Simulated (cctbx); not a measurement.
## Interatomic vectors of Tl2InI4

Space group I4/mmm (no. 139), a = 5.5280 Å, b = 5.5280 Å, c = 17.9190 Å, α = 90.00°, β = 90.00°, γ = 90.00°, content Tl4 I8 In2.

Simulated single-crystal data (cctbx): Mo Kα, λ = 0.71073 Å, to d = 0.77 Å, 50 % of the full sphere, strongest reflection 5000 counts, noise from counting, a 2 % proportional error and a noise floor of 4 counts (s.d.); no absorption, some extinction.

Patterson synthesis from sharpened amplitudes, origin scaled to 1000:

```text
Patterson group I 4/m m m
      u       v       w   height  length (A)
  0.000   0.000   0.000   1000.0     0.00
  0.000   0.000   0.500    780.5     8.96
  0.000   0.500   0.142    456.5     3.76
  0.000   0.000   0.283    352.7     5.08
  0.000   0.000   0.215    309.8     3.85
  0.000   0.000   0.358    241.9     6.42
  0.000   0.000   0.145    124.1     2.61
  0.000   0.500   0.000    102.1     2.76
  0.140   0.140   0.500     56.1     9.03
  0.000   0.163   0.035     53.3     1.09
  0.133   0.133   0.000     48.7     1.04
  0.000   0.149   0.461     48.6     8.30
  0.136   0.366   0.140     45.8     3.30
  0.000   0.156   0.249     44.8     4.54
```

Q: Assign the vectors.

A peak at u stands for all pairs with xi − xj = u, with weight Σ ZiZj against Σ Z² = 53518 at the origin. Peak heights follow these weights only roughly, since form factors, motion and series ripples differ, all vectors within 0.55 Å of a peak are counted as merged into it though the farther ones add only part of their weight, and F(000) is left out, which lowers the whole map:

| u | v | w | shortest length (Å) | height | 1000 ΣZiZj/ΣZ² | pairs in the cell |
| --- | --- | --- | --- | --- | --- | --- |
| 0.000 | 0.000 | 0.500 | 3.91 | 780 | 852 | 8 × Tl–I, 4 × I–I |
| 0.000 | 0.500 | 0.142 | 3.76 | 456 | 531 | 4 × Tl–I, 4 × I–I |
| 0.000 | 0.000 | 0.283 | 5.07 | 353 | 350 | 2 × Tl–Tl, 2 × I–I |
| 0.000 | 0.000 | 0.215 | 3.85 | 310 | 321 | 4 × Tl–I |
| 0.000 | 0.000 | 0.358 | 4.66 | 242 | 297 | 4 × Tl–In |
| 0.000 | 0.000 | 0.145 | 2.60 | 124 | 194 | 4 × I–In |
| 0.000 | 0.500 | 0.000 | 2.76 | 102 | 194 | 4 × I–In |
| 0.140 | 0.140 | 0.500 | 2.81 | 56 | 0 | none within 0.55 Å |
| 0.000 | 0.163 | 0.035 | 1.10 | 53 | 0 | none within 0.55 Å |
| 0.133 | 0.133 | 0.000 | 1.04 | 49 | 0 | none within 0.55 Å |

The table stops at ten peaks or at a height of 45, below which ripples compete. In the model behind the data Tl, the heaviest element, has 1 independent site: (1/2, 1/2, 0.1419), up to an allowed shift of origin; the Tl–Tl vectors are differences of these positions and their symmetry mates. The whole model:

```csv
atom,mult.,x,y,z,Ueq (Å²)
Tl1,4,1/2,1/2,0.1419,0.0082
I1,4,0,0,0.1453,0.0121
I2,4,0,1/2,0,0.0127
In1,2,0,0,0,0.0092
```

The model is made up (kin elements in a known structure type, no relaxation), so it says nothing on whether the phase exists.

[Logs are printed without paths, hosts, clocks, repeated set-up lines and the standing remarks that a program may print on its own settings, such as how far it seeks lower states.]
